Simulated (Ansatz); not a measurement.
**TiO2 (I4_1/amd): least direct gap against volume**

The cell of TiO2 (I4_1/amd) is scaled evenly and the response computed anew at each volume, on one mesh. The atoms keep their fractional positions.

Symmetry: I4_1/amd, No. 141, tetragonal system. The conventional cell has a = 3.784 Å, b = 3.784 Å, c = 9.515 Å, α = 90.00°, β = 90.00°, γ = 90.00°. Ti on site a has 6 O at 1.93 to 1.98 Å as nearest neighbours. Around O on site e lie 3 Ti at 1.93 to 1.98 Å.

Method: Ansatz 0.2.0, PBE, independent particles, k-mesh 8×8×8 with interpolation inside its cells, Gaussian parameter 0.1 eV.

Launch of the response step: `ansatz run input.yaml --threads 4 --pin off --max-ram 8192MiB --backend cpu --events-out ev --progress --plain --runs-dir out`. The series took 3.6 min in all, on 4 threads of Arm Neoverse V1 (shared host).

```
V/V₀  V (Å³, primitive cell)  least direct gap (eV)
0.94                   64.04                 2.5967
0.96                   65.40                 2.5536
0.98                   66.76                 2.5088
1.00                   68.13                 2.4626
1.02                   69.49                 2.4163
1.04                   70.85                 2.3692
1.06                   72.21                      ?
```

For small changes the quantity should be close to linear in ln V.

Working, on the rows shown:

| x = ln(V/V₀) | y = least direct gap |
| --- | --- |
| -0.0618754 | 2.5967 |
| -0.040822 | 2.5536 |
| -0.0202027 | 2.5088 |
| 0 | 2.4626 |
| 0.0198026 | 2.4163 |
| 0.0392207 | 2.3692 |

Means: x̄ = -0.010646, ȳ = 2.4845. Σ(x − x̄)(y − ȳ) = -0.01612, Σ(x − x̄)² = 0.007154. Slope = -0.01612 / 0.007154 = -2.254; intercept = ȳ − slope · x̄ = 2.4605. The line misses the rows shown by at most 0.0033 eV.

Q: Predict the last column of the withheld row from the fit.

A: At x = 0.058269 the line gives y = 2.3292 eV. The run gave 2.3214 eV, so the extrapolation is off by 0.0078 eV, 3 % of the range in the table.

Between the rows on either side of x = 0 the slope is (2.4163 − 2.5088) / (0.019803 − (-0.020203)) = -2.312. That is a volume deformation potential of -2.3 eV: the least direct gap on this mesh widens by 23 meV for each per cent of compression. PBE gaps are as a rule too small.

[Logs are printed without paths, hosts, clocks, repeated set-up lines and the standing remarks that a program may print on its own settings, such as how far it seeks lower states.]
